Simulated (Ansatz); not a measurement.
# Decaying states in the gap of Li2TiS3, part 2 of 3

A new crystal, Li2TiS3: structure, gap and complex bands. It is built by putting S for O in the Li2TiO3 structure of space group Immm, with the volume rescaled by atomic radii. The parent structure comes from the Materials Project.

Ansatz 0.2.0; r2SCAN DFT, plane waves, PAW files (the session's first sound run).

So far. Step 2 (Cell and atoms at rest): The largest force component on a free atom ends at 0.0012 eV/Å.

The structure was built from a prototype and need not be the compound's stable phase.

## 3. Band edges

The energy window and the wavevectors of the next steps follow from the band edges, so these are searched first, off the mesh as well.

Contents of input.yaml:

```yaml
crystal:
  lattice:
    - [-1.7562128255, 2.4788734537, 5.563838142]
    - [1.7562128255, -2.4788734537, 5.563838142]
    - [1.7562128255, 2.4788734537, -5.563838142]
  atoms:
    - { symbol: Li, position: [0.6606246828, 0.6606246828, 0.0] }
    - { symbol: Li, position: [0.3393753172, 0.3393753172, 0.0] }
    - { symbol: Ti, position: [0.0, 0.0, 0.0] }
    - { symbol: S, position: [0.5, 0.0, 0.5] }
    - { symbol: S, position: [0.1515895108, 0.6515895108, 0.5] }
    - { symbol: S, position: [0.8484104892, 0.3484104892, 0.5] }
kpoints:
  mp_grid: { grid: [10, 10, 10] }
  band_path: { path: [VBM, CBM], npoints: 30 }
scf:
  occupations: { method: fixed }
hamiltonian:
  xc: r2scan
output:
  eigenvalues: true
  write_potential: true
  write_density: true
  volumetric_format: npy
  elf: true
```

Launch:

```
$ ansatz run input.yaml --threads 2 --pin off --max-ram 4096MiB --backend cpu --events-out ev --progress --plain --runs-dir out
```

Numbers of over 12 decimals in the logs are rounded to 6 here.

What it wrote:

```text
[...]
Crystal: 6 atoms, lattice volume = 96.887 Å³
Basis set: ecut = 500 eV, 2447 PW (Γ), exchange–correlation on 192×192×192 points (64 copies of the dense FFT grid, shifted against one another)
Bands: 24, of which v1, the nominal top of the filled ones, is band 18 counted from 1 (17 counted from 0)
Symmetry: 8 space group operations
[...]
k-points: 171 of 1000
[...]
SCF iter   1: F=—  HF=-5641.111448 eV  |F-HF|=—  |Δ(HF+E_count)|=         —  Δρ=1.91e-2  dr2=6.20e-1  dr2_τ=5.29e-2  ethr=1.77e-3  ⟨swp⟩=4.3  Hψ=17309  notcnv=0  defer=465
[...]
SCF iter   8: F=-5641.133416 eV  HF=-5641.133416 eV  |F-HF|=1.44e-8  |Δ(HF+E_count)|=   5.30e-8  Δρ=4.72e-6  dr2=1.87e-8  dr2_τ=3.86e-9  ethr=2.78e-10  ⟨swp⟩=8.8  Hψ=16655  notcnv=0
SCF 1 converged in 8 iterations: F = -5641.133416 eV  dr2 = 1.87e-8
[...]
NSCF: frozen V_eff on 46 k-points
[...]
SCF converged after 8 iterations
Free energy (F): -5641.133416 eV
[...]
Internal energy: -5641.133416 eV  (E = F + TS)
E sigma→0 (E₀):  -5641.133416 eV
Fermi energy:    6.382134 eV
[...]
--- Band table (eV; the first three rows and the last of 171) ---
  k-point 0: bands = [... 14 lower, 5.0125, 5.9764, 6.0479, 6.3821, 6.8888, 7.0912, 7.6569, 7.8645, ... 2 higher]
  k-point 1: bands = [... 14 lower, 4.6154, 5.4510, 5.8932, 5.8937, 7.2453, 7.3202, 7.6743, 8.2132, ... 2 higher]
  k-point 2: bands = [... 14 lower, 4.1381, 4.2589, 5.5505, 5.6549, 7.5432, 7.6420, 7.6639, 9.0017, ... 2 higher]
  k-point 170: bands = [... 14 lower, 4.1599, 4.5793, 5.1591, 6.3505, 6.7282, 7.0976, 8.0069, 8.0615, ... 2 higher]
```

Run time: 31 s. Hardware: 2 threads of Arm Neoverse V2, shared host; peak memory 1 GiB.

Numbers from this step:

* free energy: -5641.1334 eV
* Fermi energy: 6.382 eV
* gap on the k-mesh: 0.2092 eV
* gap on path: 0.2092 eV, by band count; negative where bands overlap
* direct gap on path: 0.5066 eV
* edge places on path: 0, 0.9379 1/A along the path

Electronic bands along the path, in eV, zero at the Fermi level (highest filled level under fixed occupations); v1 is the highest filled band, c1 the lowest empty one:

```tsv
point	v4	v3	v2	v1	c1	c2	c3	c4
VBM	-1.37	-0.41	-0.33	0.00	0.51	0.71	1.27	1.48
halfway	-2.67	-1.74	-1.36	-0.83	0.94	1.14	1.36	1.53
CBM	-2.50	-2.01	-1.93	-1.34	0.21	1.16	1.23	1.88
```

Valence density in the ab plane of the cell as run, not the conventional one, at fractional z = 0.000, with atoms of Li and Ti within 0.2 Å of it. It is the smooth field of the valence electrons, not physical close to the nuclei.

Values in units of 1e0 e/Å³, 10 rows by 16 columns, each cell a mean:
```
6.8 5.6 1.4 0.2 0.2 0.1 0.1 0.1 0.1 0.1 0.1 0.1 0.1 0.2 0.5 3.4
0.6 0.9 0.5 0.2 0.1 0.1 0.1 0.1 0.1 0.1 0.1 0.1 0.1 0.1 0.1 0.2
0.2 0.2 0.1 0.1 0.1 0.1 0.1 0.1 0.1 1.2 2.9 0.8 0.1 0.1 0.1 0.1
0.1 0.1 0.1 0.1 0.1 0.1 0.1 0.1 0.1 0.6 4.9 4.6 0.5 0.0 0.1 0.1
0.1 0.1 0.1 0.1 0.1 0.1 0.1 0.1 0.1 0.1 0.2 0.5 0.2 0.1 0.1 0.1
0.1 0.1 0.1 0.1 1.0 1.3 0.2 0.1 0.1 0.1 0.1 0.1 0.1 0.1 0.1 0.1
0.1 0.1 0.1 0.1 1.5 6.5 3.6 0.2 0.1 0.1 0.1 0.1 0.1 0.1 0.1 0.1
0.2 0.1 0.1 0.1 0.1 0.6 1.1 0.2 0.1 0.1 0.1 0.1 0.2 0.2 0.2 0.2
1.0 0.2 0.1 0.1 0.1 0.1 0.1 0.1 0.1 0.1 0.1 0.1 0.2 0.4 1.6 2.2
7.8 3.1 0.4 0.2 0.1 0.1 0.1 0.1 0.1 0.1 0.1 0.1 0.2 0.4 3.2 8.2
```
Columns run along a (6.3 Å), rows up along b (6.3 Å). Atoms in or near the plane, at fractional coordinates: Li at (0.66, 0.66), Li at (0.34, 0.34), Ti at (0.00, 0.00).

Electrostatic potential energy in the ab plane of the cell as run, not the conventional one, at fractional z = 0.000, with atoms of Li and Ti within 0.2 Å of it. With pseudopotentials it is smooth inside the atoms' cores, unlike the true potential.

Ten even steps from '_' (-31 eV) to '@' (10 eV), each cell a mean:
```
____..**%%@@@@@@@@@@@@@@@@@@@@##--__
____..++%%@@@@@@@@@@@@@@@@@@@@@@##--
++--==**%%@@@@@@@@@@@@@@@@@@@@@@@@##
%%####%%%%@@@@@@@@%%####%%@@@@@@@@@@
@@@@@@@@@@@@@@@@@@%%==--==%%@@@@@@@@
@@@@@@@@@@@@@@@@@@%%==..__==%%@@@@@@
@@@@@@@@@@@@@@@@@@@@##--..--##@@@@@@
@@@@@@@@@@@@@@@@@@@@@@##====##@@@@@@
@@@@@@@@%%@@@@@@@@@@@@@@%%%%%%@@@@@@
@@@@@@%%****##@@@@@@@@@@@@@@@@@@@@@@
@@@@@@%%++::--**@@@@@@@@@@@@@@@@@@@@
@@@@@@@@**..__--##@@@@@@@@@@@@@@@@@@
@@@@@@@@%%==..::**@@@@@@@@@@@@@@@@@@
@@@@@@@@@@%%**++**%%@@@@@@@@%%%%%%%%
##@@@@@@@@@@@@%%%%@@@@@@@@@@%%**++**
--##%%@@@@@@@@@@@@@@@@@@@@@@##==....
__::##@@@@@@@@@@@@@@@@@@@@@@##--____
____--##@@@@@@@@@@@@@@@@@@@@%%++____
```
Columns run along a (6.3 Å; values clipped at the 3rd and 97th percentile), rows up along b (6.3 Å). Atoms in or near the plane, at fractional coordinates: Li at (0.66, 0.66), Li at (0.34, 0.34), Ti at (0.00, 0.00).

ELF in the ab plane of the cell as run, not the conventional one, at fractional z = 0.000, with atoms of Li and Ti within 0.2 Å of it. It is the smooth field of the valence electrons, not physical close to the nuclei.

Ten even steps from '0' (0.18 × 1e-1) to '9' (9.85 × 1e-1), each cell a mean:
```
245114441002332035
565102332000121103
232001111000000110
100011100000000012
321123210048500023
432123431049950013
442112331006980002
232101221000440000
011000010000000000
000001000011100121
210038710123310134
420029970023421134
431005981012331124
321000230001221001
011000000011110011
300111000122210255
530123210134320364
153034420024431252
```
Columns run along a (6.3 Å), rows up along b (6.3 Å). Atoms in or near the plane, at fractional coordinates: Li at (0.66, 0.66), Li at (0.34, 0.34), Ti at (0.00, 0.00).

The searched edges give 0.209 eV, as on the mesh.

## 4. Decaying states in the gap

This step: r2SCAN DFT, plane waves, PAW files; complex bands by layer matching along the plane's normal (Ansatz 0.2.0).

The same crystal is laid in a cell whose first two vectors span the (010) plane (indices of the standard conventional cell, whose axes can be ordered otherwise than in the bulk input). At fixed energy and wavevector in the plane the solver finds all kz, real and complex. A few wavevectors are listed, (0, 0) and (-0.5, -0.5) in units of the plane's reciprocal vectors; the slowest state needn't be among them.

Contents of input.yaml:

```yaml
crystal:
  lattice:
    - [11.127676284, 0.0, 0.0]
    - [0.0, 3.512425651, 0.0]
    - [5.563838142, 1.756212826, 2.478873454]
  atoms:
    - { symbol: Li, position: [0.6606246828, 0.0, 0.0] }
    - { symbol: Li, position: [0.3393753172, 0.0, 0.0] }
    - { symbol: Ti, position: [0.0, 0.0, 0.0] }
    - { symbol: S, position: [0.5, 0.5, 0.0] }
    - { symbol: S, position: [0.1515895108, 0.5, 0.0] }
    - { symbol: S, position: [0.8484104892, 0.5, 0.0] }
kpoints:
  mp_grid: { grid: [10, 10, 10] }
scf:
  occupations: { method: fixed }
hamiltonian:
  xc: r2scan
output:
  eigenvalues: true
  transmission:
    leads: [[0, 0]]
    kpoints: [[0.0, 0.0], [-0.5, -0.5]]
    e_range: [-1.0, 1.21]
    de: 0.05
```

What it wrote:

```text
[...]
Crystal: 6 atoms, lattice volume = 96.887 Å³
Basis set: ecut = 500 eV, 2447 PW (Γ), FFT grids on a1+a2−2a3, a2, a3, exchange–correlation on 160×108×192 points (64 copies of the dense FFT grid, shifted against one another)
Bands: 24, of which v1, the nominal top of the filled ones, is band 18 counted from 1 (17 counted from 0)
Symmetry: 8 space group operations
[...]
k-points: 171 of 1000
[...]
SCF iter   1: F=—  HF=-5641.111467 eV  |F-HF|=—  |Δ(HF+E_count)|=         —  Δρ=1.91e-2  dr2=6.20e-1  dr2_τ=5.29e-2  ethr=1.77e-3  ⟨swp⟩=4.2  Hψ=17310  notcnv=0  defer=460
[...]
SCF iter   8: F=-5641.133415 eV  HF=-5641.133416 eV  |F-HF|=1.69e-8  |Δ(HF+E_count)|=   5.24e-8  Δρ=4.95e-6  dr2=2.13e-8  dr2_τ=4.17e-9  ethr=2.78e-10  ⟨swp⟩=8.8  Hψ=16740  notcnv=0
SCF 1 converged in 8 iterations: F = -5641.133415 eV  dr2 = 2.13e-8
[...]
transmission: 4 of 8 steps passed
transmission: 8 of 8 steps passed
SCF converged after 8 iterations
Free energy (F): -5641.133415 eV
[...]
Internal energy: -5641.133415 eV  (E = F + TS)
E sigma→0 (E₀):  -5641.133415 eV
Fermi energy:    6.382134 eV
[...]
--- Band table (eV; the first three rows and the last of 171) ---
  k-point 0: bands = [... 14 lower, 5.0125, 5.9764, 6.0479, 6.3821, 6.8888, 7.0912, 7.6569, 7.8645, ... 2 higher]
  k-point 1: bands = [... 14 lower, 5.0210, 5.2240, 5.6731, 5.9061, 6.9473, 7.6425, 7.8848, 8.8370, ... 2 higher]
  k-point 2: bands = [... 14 lower, 5.0496, 5.0566, 5.4110, 5.6068, 6.9367, 8.1871, 8.2231, 9.5189, ... 2 higher]
  k-point 170: bands = [... 14 lower, 3.5942, 4.1272, 4.4974, 5.4634, 7.8470, 7.9195, 7.9426, 9.6531, ... 2 higher]
--- Transmission ---
  basis      : 413 plane waves across, 4 finite elements along
  points     : 2, as listed
  energies   : 45 from -1.000000 to 1.200000 eV about the Fermi level, 0.050000 eV apart; the leads are filled to 0.104585 eV, and channels, transmission and decay are at 0.100000 eV
  crystal 0  : Li2Ti1S3, at the sites [0, 0], period 2.4789 Å: whole cells are its period
    offset         : up to 0.0000 Å between an atom of the period and one for which it stands
    channels       : 0.000000e0 a spin
    conductance    : none, the energies end too early or step too widely for 300 K: set another output.transmission.e_range or a lower de, or, where they end at an eighth of basis.ecutwfc, a higher one
    slowest decay  : 0.0768 /Å at (0.0000, 0.0000)
```

Elapsed: 2.4 min, on 2 threads; peak memory 1.5 GiB.

This step gave:

| Quantity | Value |
| --- | --- |
| level to which the leads are filled | 0.1046 eV from the Fermi level |
| decay constant at the filling level, zone centre | 0.07675 Å⁻¹ |
| decay constant at the filling level, slowest listed point | 0.0768 Å⁻¹ |

K parallel (0, 0); values up to 1.5 1/Å, a degenerate pair printed once or twice; energies at which all values exceed this have no row. The Im kz of the slowest decaying states by energy, zero at the highest filled level on the SCF mesh:

```tsv
energy (eV)	decay 1 (Å⁻¹)	decay 2 (Å⁻¹)	decay 3 (Å⁻¹)	decay 4 (Å⁻¹)
-1.000	0.108	0.703	0.767	0.948
-0.900	0.126	0.708	0.764	0.924
-0.800	0.139	0.712	0.760	0.898
-0.650	0.153	0.718	0.755	0.857
-0.550	0.160	0.721	0.750	0.827
-0.450	0.165	0.724	0.745	0.795
-0.350	0.0970	0.169	0.726	0.740
-0.250	0.0582	0.0693	0.157	0.172
-0.100	0.0906	0.130	0.173	0.208
0.000	0.00269	0.0468	0.103	0.157
0.100	0.0767	0.0873	0.111	0.169
0.200	0.0983	0.105	0.115	0.160
0.300	0.107	0.112	0.114	0.128
0.450	0.0889	0.103	0.106	0.201
0.550	0.0890	0.0915	0.184	0.245
0.650	0.0586	0.0619	0.175	0.206
0.750	0.165	0.167	0.260	0.266
0.850	0.149	0.159	0.247	0.275
1.000	0.132	0.146	0.214	0.287
1.100	0.119	0.136	0.179	0.294
1.200	0.105	0.123	0.124	0.300
```

K parallel (0, 0). Re kz of states that move upwards against energy, zero at the highest filled level on the SCF mesh:

```tsv
energy (eV)	channel 1 (Å⁻¹)	channel 2 (Å⁻¹)	channel 3 (Å⁻¹)	channel 4 (Å⁻¹)	channel 5 (Å⁻¹)	channel 6 (Å⁻¹)
-1.000	-0.987	-0.532	-0.404	-0.216	0.436	0.704
-0.900	-0.964	-0.458	-0.346	-0.192	0.473	0.792
-0.800	-0.940	-0.402	-0.298	-0.168	0.500	0.857
-0.650	-0.902	-0.330	-0.223	-0.131	0.542	0.938
-0.550	-0.872	-0.285	-0.166	-0.105	0.573	0.986
-0.450	-0.836	-0.242	-0.0891	-0.0738	0.610	1.03
-0.350	-0.785	-0.201	-0.0260	0.662	1.07	-
-0.250	-0.159	1.12	-	-	-	-
-0.100	-0.0904	1.19	-	-	-	-
0.000	-	-	-	-	-	-
0.100	-	-	-	-	-	-
0.200	-	-	-	-	-	-
0.300	-	-	-	-	-	-
0.450	-0.889	-	-	-	-	-
0.550	-0.534	0.155	-	-	-	-
0.650	-	-	-	-	-	-
0.750	-1.22	0.0528	-	-	-	-
0.850	-1.17	0.104	-	-	-	-
1.000	-1.11	0.162	-	-	-	-
1.100	-1.07	0.198	-	-	-	-
1.200	-1.04	0.233	-	-	-	-
```

K parallel (-0.5, -0.5); values up to 1.5 1/Å, a degenerate pair printed once or twice; energies at which all values exceed this have no row. The Im kz of the slowest decaying states by energy, zero at the highest filled level on the SCF mesh:

```tsv
energy (eV)	decay 1 (Å⁻¹)	decay 2 (Å⁻¹)	decay 3 (Å⁻¹)	decay 4 (Å⁻¹)
-1.000	0.149	0.230	0.584	0.728
-0.850	0.164	0.233	0.589	0.745
-0.700	0.123	0.171	0.234	0.590
-0.550	0.172	0.185	0.234	0.587
-0.350	0.163	0.231	0.240	0.578
-0.200	0.149	0.228	0.272	0.568
-0.050	0.126	0.223	0.300	0.553
0.000	0.116	0.221	0.308	0.548
0.100	0.0866	0.217	0.324	0.535
0.250	0.209	0.346	0.512	0.822
0.400	0.200	0.366	0.484	0.829
0.550	0.188	0.386	0.449	0.837
0.750	0.167	0.386	0.412	0.846
0.900	0.146	0.319	0.432	0.853
1.050	0.114	0.215	0.453	0.859
1.200	0.0505	0.475	0.865	1.04
```

K parallel (-0.5, -0.5). The Re kz of states that move upwards by energy, zero at the highest filled level on the SCF mesh:

```tsv
energy (eV)	channel 1 (Å⁻¹)	channel 2 (Å⁻¹)	channel 3 (Å⁻¹)	channel 4 (Å⁻¹)
-1.000	-0.804	0.463	-	-
-0.900	-0.748	0.519	-	-
-0.800	-	-	-	-
-0.650	-	-	-	-
-0.550	-	-	-	-
-0.450	-	-	-	-
-0.350	-	-	-	-
-0.250	-	-	-	-
-0.100	-	-	-	-
0.000	-	-	-	-
0.100	-	-	-	-
0.200	-	-	-	-
0.300	-1.18	0.0850	-	-
0.450	-1.12	0.145	-	-
0.550	-1.09	0.179	-	-
0.650	-1.06	0.210	-	-
0.750	-1.03	0.241	-	-
0.850	-0.996	0.271	-	-
1.000	-0.950	0.318	-	-
1.100	-0.917	0.351	-	-
1.200	-1.13	-0.882	0.139	0.386
```

At the listed wavevectors the last open channel is at -0.05 eV and the next at +0.25 eV on the grid. At +0.10 eV, the grid energy nearest the filling level (the middle of the gap on the SCF mesh), the slowest state at the listed wavevectors decays with κ = 0.0768 Å⁻¹, its amplitude falling by e over 13 Å. Through 1 nm of this crystal that state's transmission falls by exp(−2 × 0.0768 Å⁻¹ × 10 Å) = 0.22.

(Continued in part 3 of 3.)

[Logs are printed without paths, hosts, clocks, repeated set-up lines and the standing remarks that a program may print on its own settings, such as how far it seeks lower states.]

[Hosts, paths, dates, database ids (printed as entryN), source tags and the programs' standing remarks are cut or masked in the printed files.]

[New means built here by substitution; the compound itself may be known and measured.]
